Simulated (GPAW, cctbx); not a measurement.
## Bonding in TiAg2 as X-rays see it

Question: by how much does bonding change the X-ray structure factors of TiAg2, how firmly does DFT give the change, and what does a routine refinement make of it?

The cell comes from substitution in a known structure type and wasn't matched to any measured phase. All numbers below are calculated.

**1. Relax the structure**

The density hangs on the geometry, so cell and atoms are relaxed first, with the symmetry held. The cutoff is set higher than for the density because stress converges slowly with plane waves.

Settings: GPAW 26.7.0, PBE, 570 eV, 4×5×5 k-points (along the axes of the calculation cell), Fermi–Dirac width 0.1 eV, BFGS to 0.03 eV/Å.

```text
cell
1.0
     0.000000000    0.000000000   -4.828000000
     0.000000000    4.973000000    0.000000000
     4.421500000   -2.486500000    0.000000000
Ag Ti
4 2
Direct
0.750000000 0.561300000 0.676400000
0.750000000 0.884900000 0.323600000
0.250000000 0.115100000 0.676400000
0.250000000 0.438700000 0.323600000
0.250000000 0.783200000 0.000000000
0.750000000 0.216800000 0.000000000
```

```console
$ OMP_NUM_THREADS=1 mpirun -n 4 gpaw python run.py > gpaw.log
```

```text
BFGS:    0      -24.557272        0.437655
BFGS:    1      -24.570420        0.416086
BFGS:    2      -24.622487        0.169003
BFGS:    3      -24.624133        0.155881
...
BFGS:   17      -24.668764        0.070305
BFGS:   18      -24.668915        0.037094
BFGS:   19      -24.668766        0.015857
cell  4.7857 4.9754 4.9918  119.89 90.00 90.00
volume 103.048 A^3, largest force 0.009 eV/A, largest stress 0.15 GPa
```

After 19 steps the volume has changed by -2.9 % and the energy by -0.111 eV; the largest stress left is 0.15 GPa. It took 8.8 min on 4 cores of Intel(R) Xeon(R) 6975P-C (Granite Rapids) (shared host), peak memory 1.4 GiB.

Relaxed structure: Cmcm (no. 63), a = 8.6555 Å, b = 4.9754 Å, c = 4.7857 Å, α = 90.00°, β = 90.00°, γ = 90.00°.

| atom | mult. | x | y | z |
| --- | --- | --- | --- | --- |
| Ag1 | 8 | 0.3336 | 0.1882 | 1/4 |
| Ti1 | 4 | 0 | 0.8074 | 3/4 |

**2. Density and charge transfer**

X-rays see the whole electron density, so the PAW density is rebuilt with its core regions. Subtracting spherical free atoms from the same code cancels the cores and leaves the deformation density Δρ, the part due to bonding.

Settings: PBE, 450 eV, 5×6×6 k-points (along the axes of the calculation cell), Fermi–Dirac width 0.1 eV; primitive cell of 6 atoms.

```console
$ OMP_NUM_THREADS=1 mpirun -n 4 gpaw python run.py > gpaw.log
```

```text
|iter:   1|       0s |  -28.695066 | -0.10 |       |
|iter:   2|       3s |  -27.044679 | -1.84 | -1.11 |
|iter:   3|       6s |  -24.847948 | -1.48 | -1.22 |
...
|iter:   8|      20s |  -24.507442c| -5.69 | -3.78 |
|iter:   9|      23s |  -24.507444c| -6.74 | -4.23c|
|iter:  10|      26s |  -24.507445c| -7.40c| -4.65c|
```

```text
grid (48, 50, 50)  electrons 232.000  moved by bonding 1.538 e
deformation density beyond 0.5 A of the nuclei: max 0.168, min -0.209 e/A^3
atom        x       y       z   Voronoi charge  moment
Ag1    0.7500  0.5218  0.6671      0.043       0.00
Ag2    0.7500  0.8547  0.3329      0.043       0.00
Ag3    0.2500  0.1453  0.6671      0.043       0.00
Ag4    0.2500  0.4782  0.3329      0.043       0.00
Ti5    0.2500  0.8074  0.0000     -0.086       0.00
Ti6    0.7500  0.1926  0.0000     -0.086       0.00
mean inner potential of superposed free atoms 23.609 V
total magnetic moment 0.000 muB
```

Deformation density in a plane through the shortest contact of the Ag atom at the origin, in 0.01 e/Å³ (clipped at ±99); x from -1.6 to 4.5 Å, y from 2.4 down to -2.4 Å:

```text
 -6   .   .  -2   1   3   3   2   1   2   2   2   2   1   0   0
 -3  -4  -3   0   2   4   4   2   2   2   2   2   2   2   0   0
 -1  -2   0   2   4   4   4   3   4   3   2   1   2   2   2   1
  2   2   3   4   3   3   4   4   4   3   1  -1   0   1   2   2
  3   3   2  -4  -8  -7   1   4   3   1  -2  -4  -3  -1   1   2
  3   2  -7 -16   . -11  -5   4   2  -1  -3   .  -1  -4   0   2
  2   0 -10   .   .   .  -6   3   1  -3   .   .   .  -3   0   3
  2   1  -6 -15   . -13  -4   3   1  -3  -3   .  -3  -1   2   4
  2   2   1  -4  -9  -7   0   3   2   0  -2  -4  -2   1   3   4
  1   2   3   2   1   1   2   3   3   2   1   0   1   3   4   4
  0   0   1   2   2   2   2   2   3   3   3   3   3   2  -1   0
  1   0   0   1   2   2   1   0   1   2   3   2  -2 -10 -12 -11
  1   1   1   2   2   2   2   1   0   2   2   1 -10   .   . -11
```

Atoms in or within 0.15 Å of the plane: Ag (0.0, 0.0), Ti (2.9, 0.0) Å. Dots mark points within about 0.45 Å of a nucleus; large values next to them are atomic features.

Ti gains most (-0.09 e) and Ag loses most (+0.04 e), which isn't the order of electronegativity: valence and coordination count too, and Voronoi cells cut space at the midplane whatever the atoms' sizes. Along the shortest contact from the Ag atom at the map's origin, Ag–Ti at 2.86 Å, Δρ is +0.03 e/Å³ at the midpoint and highest, +0.04, 1.27 Å from Ag (points within 0.5 Å of a nucleus left out): little piles up between the atoms, as is usual in a metallic crystal, which this run finds. At the midpoints of other shortest contacts it is +0.03 (Ag–Ag, 2.86 Å) and +0.03 (Ti–Ti, 3.07 Å) e/Å³. Point values carry grid noise of about 0.01 e/Å³. The run needed 10 iterations, 40 s.

**3. From the density to structure factors**

The Fourier components of Δρ, added to those of the free atoms, give the static X-ray structure factors; the Mott–Bethe relation turns them into the Fourier components V of the potential that fast electrons feel.

```text
static structure factors of the conventional cell: F in electrons, V (Mott-Bethe) in volts
   h  k  l      d  |F| table  |F| free   |F| DFT   change   |V| free  |V| DFT  change %
   2  0  0  4.3277    96.371    96.214    95.339   -0.875     1.207    1.572     30.2
   1  1  0  4.3135    38.850    38.793    38.462   -0.332     0.609    0.747     22.5
   1  1  1  3.2041    86.162    86.064    85.744   -0.320     1.375    1.448      5.3
   3  1  0  2.4959   138.084   137.785   137.196   -0.588     4.926    5.008      1.7
   0  2  0  2.4877   265.576   264.993   263.662   -1.331     9.552    9.735      1.9
   0  0  2  2.3929   364.016   363.210   361.205   -2.006    12.835   13.090      2.0
   3  1  1  2.2130   328.162   327.453   325.867   -1.585    11.210   11.382      1.5
   0  2  1  2.2073   245.215   244.689   243.343   -1.347     8.326    8.472      1.8
   4  0  0  2.1639    86.083    86.001    85.563   -0.438     1.642    1.688      2.8
   2  2  0  2.1568    57.635    57.587    57.406   -0.181     1.018    1.037      1.8
   2  0  2  2.0941    83.124    83.045    82.811   -0.234     1.567    1.590      1.5
   1  1  2  2.0925    33.359    33.323    33.261   -0.062     0.676    0.682      0.9
   2  2  1  1.9663    59.302    59.240    59.088   -0.152     1.182    1.195      1.1
   3  1  2  1.7273   118.865   118.717   118.465   -0.252     3.624    3.641      0.5
```

The largest X-ray change is -2.01 e on 002, 0.6 % of |F|. For electrons V goes as (Z − F)/g², so a change of F counts against Z − F, which is small at low angle and wherever the atoms' terms cancel: |V| of 200 moves by +30.2 % (1.21 to 1.57 V) against -0.9 % in |F|. The tabulated Hartree–Fock atoms differ from the free DFT atoms by up to 0.81 e, so the choice of reference atom matters too.

**4. The functional ladder**

The same geometry is run with other functionals, to see whether the bonding signal is larger than the spread between approximations. Free atoms are LDA for LDA and PBE otherwise; meta-GGAs and hybrids keep PBE cores. Any other changed setting is in the row's label.

| run | ΔF 002 (e) | ΔF 311 (e) | ΔF 021 (e) | q(Ti) (e) | moved (e) | time |
| --- | --- | --- | --- | --- | --- | --- |
| PBE | -2.006 | -1.585 | -1.347 | -0.086 | 1.538 | 40 s |
| LDA | -1.962 | -1.591 | -1.346 | -0.076 | 1.496 | 40 s |
| r2SCAN | -1.998 | -1.518 | -1.309 | -0.050 | 1.542 | 1.7 min |

At the base's settings ΔF(002) spans -2.006 to -1.962 e, a spread of 2 % of the PBE value; over the three listed reflections the spread is at most 5 %, so sign and size hold across the functionals. Times are from shared hosts.

**5. What a spherical-atom refinement makes of it**

Routine crystallography fits spherical atoms. To see the bias, intensities are simulated from tabulated atoms plus the DFT change ΔF, so that bonding alone can misfit (3320 reflections of the full sphere, merged to the counts below, to 0.5 Å, 0.5 % proportional noise plus counting noise, assumed isotropic U as listed, Δρ smeared by the mean U) and refined with cctbx over different ranges.

| range | data | R1 | GooF | U Ag1 (true 0.0053) | U Ti1 (true 0.0069) | largest shift (Å) | Δρ max, min (e/Å³) |
| --- | --- | --- | --- | --- | --- | --- | --- |
| all data | 484 | 0.0045 | 0.98 | 0.0053 | 0.0069 | 0.0000 | 0.45, -0.44 |
| low resolution, d > 0.84 | 110 | 0.0034 | 1.03 | 0.0051 | 0.0069 | 0.0004 | 0.16, -0.12 |
| high order, d < 0.75 | 331 | 0.0051 | 0.93 | 0.0053 | 0.0069 | 0.0001 | 0.31, -0.40 |
| occupancies free, d > 0.7 | 183 | 0.0038 | 1.04 | 0.0053 | 0.0070 | 0.0004 | 0.24, -0.26 |

With all data GooF is 0.98, so at this noise the bonding hardly shows; the top residual peak lies 0.59 Å from Ti and 2.42 Å from Ag. No U is off by more than 3 s.u. at low resolution. With Ag1 held at 1 and the scale free, the other occupancies refine to Ti1 1.002(0.002), within three s.u. of full.

**6. Answer**

Bonding moves 1.54 e in the primitive cell of TiAg2 and changes the structure factors of the conventional cell in the table above by at most 2.01 e (002, 0.6 %), and among reflections above 2 % of the strongest by up to 0.9 % (200). The shortest bond, Ag–Ti, has Δρ = +0.03 e/Å³ at its midpoint, with no localised bond charge. At the base's settings ΔF(002) spans -2.006 to -1.962 e, a spread of 2 % of the PBE value; over the three listed reflections the spread is at most 5 %, so sign and size hold across the functionals. With all data GooF is 0.98, so at this noise the bonding hardly shows. Limits: static density, frozen cores, no spin–orbit coupling.

[Outputs are excerpts: Python notices, other lines and further rows are left out; steps that failed or that the build refused (PBEsol, TPSS) are not shown.]

[Logs are printed without paths, hosts, clocks, repeated set-up lines and the standing remarks that a program may print on its own settings, such as how far it seeks lower states.]
